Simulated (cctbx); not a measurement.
# Diagnosing a refinement

Cell a = 7.7680 Å, b = 7.7680 Å, c = 7.7680 Å, α = 90.00°, β = 90.00°, γ = 90.00°; space group Fm-3m (no. 225).

Simulated single-crystal data (cctbx): Ag Kα, λ = 0.56087 Å, to d = 0.6 Å, 95 % of the full sphere, strongest reflection 20000 counts, noise from counting, a 6 % proportional error and a noise floor of 4 counts (s.d.); no absorption.

An anisotropic refinement with weights 1/σ² prints:

```text
Rint 0.054, 83 unique reflections to 0.61 A
cycle     R1     wR2    GooF  max shift (A)
   1  0.2238  0.4463  23.381   0.00000
   2  0.1320  0.2497  13.084   0.00000
final R1 0.1320 wR2 0.2497 GooF 13.083  parameters 3  data/parameter 27.7
atom        x        y        z      Ueq    occ   su(xyz)  su(Uiso or U11)
Sc1    0.00000  0.00000  0.00000   0.0120  1.000  0.00000  0.0010
Na1    0.50000  0.00000  0.00000   0.0204  1.000  0.00000  0.0017
F1     0.25000  0.25000  0.75000   0.0024  1.000  0.00000  0.0011
difference map: max 8.04 min -0.52 rms 0.59
Q1    0.0000  0.0000  0.0000    4    8.04  0.00 A from Sc1
Q2    0.0000  0.0000  0.5000    4    7.63  0.00 A from Na1
Q3    0.2500  0.2500  0.2500    8    6.95  0.00 A from F1
Q4    0.1646  0.1646  0.3354   32    0.22  1.15 A from F1
Q5    0.1150  0.1886  0.2474  192    0.20  1.15 A from F1
Q6    0.0000  0.1254  0.3746   48    0.18  1.38 A from Na1
```

Q: Accept it or mend it, and why?

Mend it. The fault: wrong element: F1 is Na. Against the right model at the same level, R1 goes from 0.0098 to 0.1320 and GooF from 1.05 to 13.08, U of F1 shrinks from 0.0157 to 0.0024 Å² and the top difference peak, 8.0 e/Å³, lies on Sc1. F1 has 2 electrons too few and its U shrinks to make up, as expected (near an absorption edge f′ can widen the mismatch well beyond the difference in Z).

The compound is Na3Sc. The right model at the same level gives:

```text
Rint 0.054, 83 unique reflections to 0.61 A
cycle     R1     wR2    GooF  max shift (A)
   1  0.0098  0.0201   1.052   0.00000
   2  0.0098  0.0200   1.049   0.00000
final R1 0.0098 wR2 0.0200 GooF 1.049  parameters 3  data/parameter 27.7
atom        x        y        z      Ueq    occ   su(xyz)  su(Uiso or U11)
Sc1    0.00000  0.00000  0.00000   0.0146  1.000  0.00000  0.0001
Na1    0.50000  0.00000  0.00000   0.0191  1.000  0.00000  0.0001
Na2    0.25000  0.25000  0.75000   0.0157  1.000  0.00000  0.0001
difference map: max 0.15 min -0.08 rms 0.04
Q1    0.0000  0.0000  0.0722   24    0.15  0.56 A from Sc1
Q2    0.0000  0.0000  0.5000    4    0.13  0.00 A from Na1
Q3    0.2500  0.2500  0.2500    8    0.12  0.00 A from Na2
Q4    0.1765  0.1765  0.3235   32    0.10  0.99 A from Na2
Q5    0.0906  0.2500  0.2500   48    0.07  1.24 A from Na2
Q6    0.0000  0.0000  0.1888   24    0.06  1.47 A from Sc1
```

The model was made for the exercise: a known structure type with other elements put in, its volume estimated, not relaxed; displacement parameters are assumed.

[Middle refinement cycles are left out of these outputs.]

[Logs are printed without paths, hosts, clocks, repeated set-up lines and the standing remarks that a program may print on its own settings, such as how far it seeks lower states.]
